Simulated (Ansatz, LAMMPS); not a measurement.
## A frame of liquid K(F,Br) from 1000 K (94 atoms): geometry optimisation

Aim: bring a frame of liquid K(F,Br) from 1000 K (94 atoms) to a nearby minimum of the energy and see what moves.

Program: Ansatz 0.2.0. Level of theory: Kohn-Sham DFT, PBE, PAW (set soft_2), plane waves. Results are calculated unless marked as measured.

### Step 1. Set-up

The cell holds 94 atoms: 47 K, 18 F and 29 Br. Its edges and angles: a = 15.332 Å, b = 15.332 Å, c = 15.332 Å, α = 90.0°, β = 90.0°, γ = 90.0°. 94 atoms (47 K, 18 F, 29 Br) placed at random at 2.07 g/cm³, melted at 1800 K for 10 ps at fixed volume with the Lennard-Jones and Coulomb ion parameters for SPC/E (Joung and Cheatham, J. Phys. Chem. B 112, 9020 (2008)), full charges. Snapshot at the end of a hold of 20 ps at 1000 K and fixed volume.

What the set-up can't give: The starting topology of bonds comes from the classical model. The ion parameters were fitted for water, not for melts, so the starting structure of this cell may lie well off the real melt's. Only the Γ point is sampled, in a cell whose shortest periodic width is 15 Å.

### Step 2. Single point at the start

The forces at the start show how far the geometry lies from a minimum of this functional.

Contents of input.yaml:

```yaml
crystal:
  lattice:
    - [15.3316, 0.0, 0.0]
    - [0.0, 15.3316, 0.0]
    - [0.0, 0.0, 15.3316]
  atoms:
    - { symbol: K, position: [0.60918, 0.04895, 0.10827] }
    - { symbol: K, position: [0.53189, 0.77408, 0.41174] }
    - { symbol: K, position: [0.50351, 0.9993, 0.88734] }
    - { symbol: K, position: [0.4871, 0.97935, 0.33896] }
    [... 84 atom lines left out ...]
    - { symbol: Br, position: [0.88693, 0.08618, 0.80192] }
    - { symbol: Br, position: [0.43015, 0.54258, 0.32964] }
    - { symbol: Br, position: [0.8822, 0.46507, 0.54896] }
    - { symbol: Br, position: [0.56983, 0.55558, 0.74216] }
    - { symbol: Br, position: [0.61939, 0.15288, 0.2906] }
    - { symbol: Br, position: [0.289, 0.66023, 0.1168] }
kpoints:
  mp_grid: { grid: [1, 1, 1] }
hamiltonian:
  xc: pbe
scf:
  occupations: { method: fixed }
output:
  forces: true
  stress: true
  populations: true
  dos:
    method: { smearing: { sigma: 0.15 } }
    de: 0.1
    projected: { site_lists: { Br: [Br], F: [F], K: [K] } }
  eigenvalues: true
```

On the command line:

```
ansatz run input.yaml --threads 4 --pin off --max-ram 8192MiB --backend cpu --events-out ev --progress --plain --runs-dir out
```

Run time: 66 s. Hardware: 4 threads of Intel Xeon Platinum 8375C at 2.90GHz (Ice Lake), shared host; peak memory 4.6 GiB; 3.9 min of CPU time.

Read from the output:

| Property | Result |
| --- | --- |
| free energy | -167670.6614 eV |
| free energy per atom | -1783.7304 eV/atom |
| SCF cycles | 9 |
| pressure | -0.5182 GPa |
| r.m.s. force component | 0.2841 eV/Å |
| longest force | 1.139 eV/Å |
| Fermi energy | 0.534 eV |
| gap (highest filled to lowest empty level) | 3.068 eV |
| spilling of the projection | 0.004266 |

The r.m.s. force component of 0.28 eV/Å and the pressure of -0.52 GPa set the starting point.

Length of the force by element:

```csv
element,coordination,atoms,mean length of the force (eV/Å),spread,least,most
Br,all,29,0.433,0.199,0.150,0.879
F,all,18,0.380,0.141,0.190,0.747
K,all,47,0.469,0.247,0.0589,1.14
```

### Step 3. Relaxation

With the cell held, the atoms are moved downhill towards a nearby minimum.

input.yaml, the sections that differ from step 2:

```yaml
output:
  forces: true
relax:
  f_tol: 0.05
  max_steps: 102
# crystal, kpoints, hamiltonian, scf: as in step 2
```

Run time: 14 min. Hardware: 4 threads; peak memory 4.2 GiB.

Step by step (22 of 24):

```csv
step,energy less that of the first step (eV),largest force component (eV/Å)
1,0.0000,0.9749
2,-3.2564,0.5543
3,-5.2512,0.2702
4,-6.1891,0.2364
5,-6.7631,0.1561
6,-7.2305,0.1508
8,-7.7660,0.1338
9,-7.9161,0.1177
10,-8.0259,0.0888
11,-8.1243,0.0594
12,-8.2148,0.0656
13,-8.2959,0.0810
14,-8.3756,0.0726
15,-8.4375,0.1096
16,-8.5409,0.0440
17,-8.5409,0.0439
19,-8.6257,0.1909
20,-8.6685,0.1007
21,-8.7001,0.0480
22,-8.7001,0.0480
23,-8.7189,0.0442
24,-8.7313,0.0384
```

The atoms that moved most (Å):

```csv
atom,dx,dy,dz,length
F48,-1.585,0.040,1.434,2.138
Br79,0.946,-0.898,-0.876,1.571
Br87,0.261,-0.242,-1.517,1.558
K19,1.538,-0.044,0.048,1.540
K27,0.626,0.285,1.318,1.486
K23,1.068,-0.790,-0.255,1.353
K42,1.206,0.121,-0.547,1.330
K8,0.905,0.690,-0.681,1.326
```

The relaxation changed the energy by -92.9 meV/atom, and atoms moved by 0.83 Å r.m.s., 2.1 Å at most.

### Step 4. Structure statistics after relaxation

Bonds before and after, by the cutoffs listed below:

```csv
pair,bonds before,bonds after,mean before (Å),mean after (Å),spread before (Å),spread after (Å)
K-Br,158,166,3.461,3.448,0.337,0.226
K-F,72,73,2.760,2.601,0.199,0.087
```

Density 2.07 g/cm³, 38.34 Å³ an atom.

g(r), total and by pair (bins of 0.2 Å):

```csv
r (Å),total,K-K,K-Br,K-F,Br-Br,Br-F,F-F
2.40,0.38,0.00,0.00,1.96,0.00,0.00,0.00
2.60,2.84,0.00,0.00,14.85,0.00,0.00,0.00
2.80,0.26,0.00,0.00,1.35,0.00,0.00,0.00
3.00,0.11,0.00,0.22,0.19,0.00,0.00,0.00
3.20,1.08,0.00,3.51,0.00,0.00,0.00,0.00
3.40,2.59,0.23,7.82,0.00,0.00,0.00,3.15
3.60,0.90,0.90,1.71,0.27,0.00,0.42,1.39
3.80,0.84,1.01,0.81,0.12,0.00,2.29,1.21
4.00,1.14,2.53,0.60,0.00,0.21,1.85,2.20
4.20,1.04,2.04,0.18,0.38,0.97,2.50,0.51
4.40,0.97,1.60,0.22,0.17,1.73,1.83,2.31
4.60,0.88,1.35,0.20,0.32,1.94,1.44,1.67
4.80,0.94,1.35,0.23,0.29,3.11,1.32,0.78
5.00,0.95,1.09,0.30,0.67,2.06,1.64,1.77
5.20,0.89,0.97,0.43,1.07,1.12,1.42,0.96
5.40,0.91,0.85,0.79,1.33,1.40,0.57,0.00
5.60,0.93,0.87,0.92,1.19,0.98,0.88,0.00
5.80,0.95,0.54,1.03,1.41,1.11,0.99,0.00
6.00,1.05,0.79,1.23,1.36,0.28,1.23,0.98
6.20,1.11,1.01,1.56,1.00,1.16,0.64,0.00
6.40,1.12,1.05,1.31,1.62,0.83,0.40,0.64
6.60,0.98,0.86,1.02,1.28,1.25,0.50,0.61
6.80,1.11,1.15,1.23,1.32,0.88,0.59,0.95
7.00,0.87,0.48,1.21,1.17,0.70,0.39,1.08
7.20,1.04,0.95,1.44,0.79,0.66,0.64,1.71
7.40,0.95,0.78,1.08,0.90,0.69,1.05,1.77
7.60,0.98,1.15,1.04,0.76,0.82,0.76,1.68
```

Bonds by pair of elements; cutoffs follow the first minimum of g(r), held within bounds set by covalent radii, and pairs that aren't listed don't count as bonded:

```csv
pair A-B,cutoff (Å),bonds,mean length (Å),spread (Å),shortest (Å),B about A,A about B
K-Br,4.28,166,3.45,0.226,3.08,3.53,5.72
K-F,3.27,73,2.60,0.087,2.45,1.55,4.06
```

How many atoms have how many bonded neighbours:

```csv
element,mean,3,4,5,6,7
Br,5.72,0,1,11,12,5
F,4.06,1,15,2,0,0
K,5.08,1,9,22,15,0
```

Bond angles, per cent of each kind in bins of 5°:

```csv
angle (°),K-Br-K,Br-K-Br,Br-K-F,K-F-K,F-K-F
50–55,0.2,0.0,0.0,0.0,0.0
55–60,0.2,0.0,0.5,0.0,0.0
60–65,5.2,0.0,0.9,0.0,0.0
65–70,7.5,1.7,2.3,0.0,0.0
70–75,8.0,3.7,5.0,0.0,2.5
75–80,7.0,9.0,10.5,2.6,20.0
80–85,8.0,9.9,11.0,5.3,2.5
85–90,6.5,11.5,13.2,9.7,7.5
90–95,8.5,12.3,10.5,11.5,10.0
95–100,4.2,8.6,4.6,8.8,2.5
100–105,4.7,5.3,4.1,15.9,10.0
105–110,3.7,3.3,3.2,8.0,0.0
110–115,4.0,4.5,4.6,8.0,10.0
115–120,3.2,1.2,4.6,7.1,7.5
120–125,3.0,3.3,5.5,3.5,2.5
125–130,2.0,3.7,2.3,2.6,2.5
130–135,5.0,2.1,0.5,4.4,5.0
135–140,4.0,3.7,2.3,3.5,2.5
140–145,2.7,0.8,0.9,1.8,7.5
145–150,2.5,0.8,4.6,0.9,2.5
150–155,3.5,3.3,1.4,0.9,0.0
155–160,2.5,4.5,1.8,0.9,2.5
160–165,1.0,3.3,2.7,0.9,2.5
165–170,1.0,2.1,2.7,1.8,0.0
170–175,1.2,1.2,0.0,1.8,0.0
175–180,0.5,0.0,0.5,0.0,0.0
```

Bond angles (no mean is given where the spread exceeds 20°):

```csv
angle,count,mean (°),spread (°)
K-Br-K,401,-,-
Br-K-Br,243,-,-
Br-K-F,219,-,-
K-F-K,113,-,-
F-K-F,40,-,-
```

Bond length by coordination (bonds to H left out):

```csv
element,coordination,atoms,mean bond length (Å)
Br,4,1,3.25
Br,5,11,3.34
Br,6,12,3.49
Br,7,5,3.56
F,3,1,2.47
F,4,15,2.60
F,5,2,2.66
K,3,1,2.83
K,4,9,2.97
K,5,22,3.22
K,6,15,3.26
```

First main peaks of g(r), for some of the pairs, lie near 4.0 Å (K-K), 3.3 Å (K-Br), 2.6 Å (K-F), 4.9 Å (Br-Br) and 3.4 Å (F-F). With the cutoffs above, 41 % of Br atoms have 6, 83 % of F atoms have 4 and 47 % of K atoms have 5 bonded neighbours.

### Step 5. Single point at the relaxed geometry

One more single point at the end of the walk gives the fuller output and checks the residual forces.

Contents of input.yaml:

```yaml
crystal:
  lattice:
    - [15.3316, 0.0, 0.0]
    - [0.0, 15.3316, 0.0]
    - [0.0, 0.0, 15.3316]
  atoms:
    - { symbol: K, position: [0.6114, 0.01303, 0.13929] }
    - { symbol: K, position: [0.54138, 0.78084, 0.38601] }
    - { symbol: K, position: [0.47965, 0.98548, 0.91813] }
    - { symbol: K, position: [0.4773, 0.00789, 0.35641] }
    [... 84 atom lines left out ...]
    - { symbol: Br, position: [0.86144, 0.05104, 0.79347] }
    - { symbol: Br, position: [0.40842, 0.50623, 0.3406] }
    - { symbol: Br, position: [0.91837, 0.40636, 0.5221] }
    - { symbol: Br, position: [0.61699, 0.54753, 0.71058] }
    - { symbol: Br, position: [0.63479, 0.15541, 0.31761] }
    - { symbol: Br, position: [0.28833, 0.67592, 0.1355] }
kpoints:
  mp_grid: { grid: [1, 1, 1] }
hamiltonian:
  xc: pbe
scf:
  occupations: { method: fixed }
output:
  forces: true
  stress: true
  populations: true
  dos:
    method: { smearing: { sigma: 0.15 } }
    de: 0.1
    projected: { site_lists: { Br: [Br], F: [F], K: [K] } }
  eigenvalues: true
  write_density: true
  write_potential: true
  volumetric_format: npy
```

The job ended after 82 s (4 threads; peak memory 4.5 GiB).

The program notes that the exchange-correlation potential is rough where the density is thin.

Read from the output:

```
free energy                                      : -167679.3927 eV
free energy per atom                             : -1783.8233 eV/atom
SCF cycles                                       : 8
pressure                                         : -0.3439 GPa
r.m.s. force component                           : 0.0079 eV/Å
longest force                                    : 0.04488 eV/Å
Fermi energy                                     : 0.02052 eV
gap (highest filled to lowest empty level) : 3.753 eV
spilling of the projection                       : 0.004106
```

Löwdin charges by element and coordination (they lack the spilled electrons, 0.033 e an atom on average):

```csv
element,coordination,atoms,mean charge (e),spread,least,most
Br,all,29,-0.677,0.0082,-0.695,-0.66
Br,4,1,-0.695,0,-0.695,-0.695
Br,5,11,-0.681,0.0044,-0.687,-0.675
Br,6,12,-0.675,0.0065,-0.687,-0.664
Br,7,5,-0.668,0.0075,-0.681,-0.66
F,all,18,-0.800,0.003,-0.810,-0.795
F,3,1,-0.810,0,-0.810,-0.810
F,4,15,-0.800,0.0018,-0.803,-0.797
F,5,2,-0.797,0.0015,-0.798,-0.795
K,all,47,0.790,0.0308,0.729,0.854
K,3,1,0.850,0,0.850,0.850
K,4,9,0.817,0.0312,0.751,0.854
K,5,22,0.782,0.0243,0.729,0.819
K,6,15,0.780,0.0259,0.730,0.821
```

States in the cell by windows of 1 eV, zero at the Fermi level; the larger projections on atomic orbitals stand beside the total:

```csv
from (eV),to (eV),total,Br p,F p,K s
-10,-2,0.0,0.0,0.0,0.0
-2,-1,94.7,9.7,80.7,2.3
-1,0,181.5,151.6,23.6,3.7
0,1,5.8,5.6,0.1,0.0
1,3,0.0,0.0,0.0,0.0
3,4,2.0,0.0,0.0,1.6
4,5,11.1,0.6,0.1,8.5
```

With fixed occupations the program's Fermi level is the highest filled level; weight inside the gap is the broadening of levels at its edges.

Between -26 and -10 eV lie 376 more states.

The stored curve holds about 658 of the 752 electrons; the rest, give or take the few that broadening carries across the Fermi level, lie in deeper levels below its range.

The levels nearest the highest filled one (over half full), pooled over k-points and spins:

```csv
level less the highest filled one (eV),occupation
-0.127,2
-0.0921,2
-0.0773,2
-0.0509,2
-0.0302,2
0,2
3.75,0
4.61,0
4.66,0
4.73,0
4.79,0
4.85,0
```

Mean Löwdin charges: Br -0.68, F -0.80, K +0.79 e (they miss 0.41 % of the electrons, so they add up to more than the cell's charge). The largest share in the top eV of filled states is Br p (85 % of the projected weight), and in the lowest eV of empty states K s (85 % of the projected weight).

### Step 6. Outcome

* energy change in the relaxation: -92.89 meV/atom
* r.m.s. displacement: 0.831 Å
* largest displacement: 2.138 Å
* free energy per atom: -1783.8233 eV/atom
* pressure: -0.3439 GPa
* r.m.s. force component: 0.0079 eV/Å
* gap (highest filled to lowest empty level): 3.753 eV
* wall time of the 3 DFT runs: 16 min

In words: Relaxation lowers the energy by 92.9 meV/atom and moves atoms by 0.83 Å r.m.s.; the r.m.s. force component goes from 0.28 to 0.0079 eV/Å, the pressure goes from -0.52 to -0.34 GPa, and the gap from 3.07 to 3.75 eV. By the final cutoffs 17 of 230 bonded pairs parted and 26 joined. From the first step to the last the energy fell by 8.731 eV, and the largest move was 2.14 Å (F48). The K-F bonds change most in mean length: from 2.760 Å (spread 0.199) to 2.601 Å (spread 0.087), and their number from 72 to 73. With the cutoffs above, 41 % of Br atoms have 6, 83 % of F atoms have 4 and 47 % of K atoms have 5 bonded neighbours. The highest filled and lowest empty levels differ by 3.75 eV (at Γ alone); a semilocal functional tends to put such gaps too low. In a disordered cell it changes from sample to sample and from frame to frame.

What to keep in mind: The starting topology of bonds comes from the classical model; in DFT 17 of its 230 bonded pairs passed out of the cutoffs and 26 came within them.

[Logs are printed without paths, hosts, clocks, repeated set-up lines and the standing remarks that a program may print on its own settings, such as how far it seeks lower states.]

[Hosts, paths, dates, database ids (printed as entryN), source tags and the programs' standing remarks are cut or masked in the printed files.]
